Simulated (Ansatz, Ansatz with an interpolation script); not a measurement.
Entries from a set of simulations; values are calculated unless marked as measured.

G0W0 band structure of Al2O3 (Corundum). The structure is trigonal, space group R-3c (No. 167). The conventional cell has a = 4.761 Å, b = 4.761 Å, c = 12.996 Å, α = 90.00°, β = 90.00°, γ = 120.00°. Nearest to Al lie 6 O at 1.85 to 1.97 Å. Nearest to O lie 4 Al at 1.85 to 1.97 Å. Farther neighbours and most contacts between anions are not listed. The calculation used DFT, LDA, plane waves, PAW; PAW set soft_1 (and 3 further levels or steps) in Ansatz 0.2.0 and Ansatz with an interpolation script 0.2.0, with cutoff 420 eV, 4×4×4 k-mesh, smearing width 0.02 eV, PAW set soft 1 in one of its runs. The LDA gap is 6.16 eV, the G0W0 gap over the zone is 8.91 eV, direct and the least direct G0W0 gap, in the model is 8.91 eV. The GW settings are 4×4×4 mesh, 390 empty bands, screening to 160 eV, PAW set soft_1 files. The known limits are not at the basis limit. The Wannier model follows the LDA bands to under 1 meV r.m.s. near the gap. The G0W0 gap over the zone is 8.91 eV, direct, from Γ to Γ; on the mesh alone it is 8.91 eV, nearly the same. The cell and positions come from the Crystallography Open Database and are kept as given unless a step says otherwise. At the band edge the lightest electron mass is 0.38 m_e at the start and 0.35 m_e in G0W0; the G0W0 masses rest on corrections from the 4×4×4 mesh alone and are rough. Bands and cutoff are finite, so the gap is not at the basis limit. The miss can reach some tenths of an eV and take either sign; the mesh is an error of its own. Above the frozen window of the model the interpolated levels need not meet the computed ones, even at points of the mesh.

```xyz
10
Lattice="2.3803 1.3742 4.3319 -2.3803 1.3742 4.3319 0.0000 -2.7485 4.3319" Properties=species:S:1:pos:R:3 pbc="T T T"
Al    0.0000    0.0000    4.5765
Al    0.0000    0.0000    1.9213
Al    0.0000    0.0000    8.4191
Al    0.0000    0.0000   11.0743
O    -0.9203    1.3742    7.5808
O    -0.7300   -1.4841    7.5808
O     1.6503    0.1099    7.5808
O     0.9203   -1.3742    5.4148
O     0.7300    1.4841    5.4148
O    -1.6503   -0.1099    5.4148
```

[Paths, hosts, dates, memory and timing lines, banners, echoed tables and standing remarks are left out of the program output.]

[Logs are printed without paths, hosts, clocks, repeated set-up lines and the standing remarks that a program may print on its own settings, such as how far it seeks lower states.]

[Runs of the session that timed out or met a known fault of the program may be left out.]

[Hosts, paths, dates, database ids (printed as entryN), source tags and the programs' standing remarks are cut or masked in the printed files.]
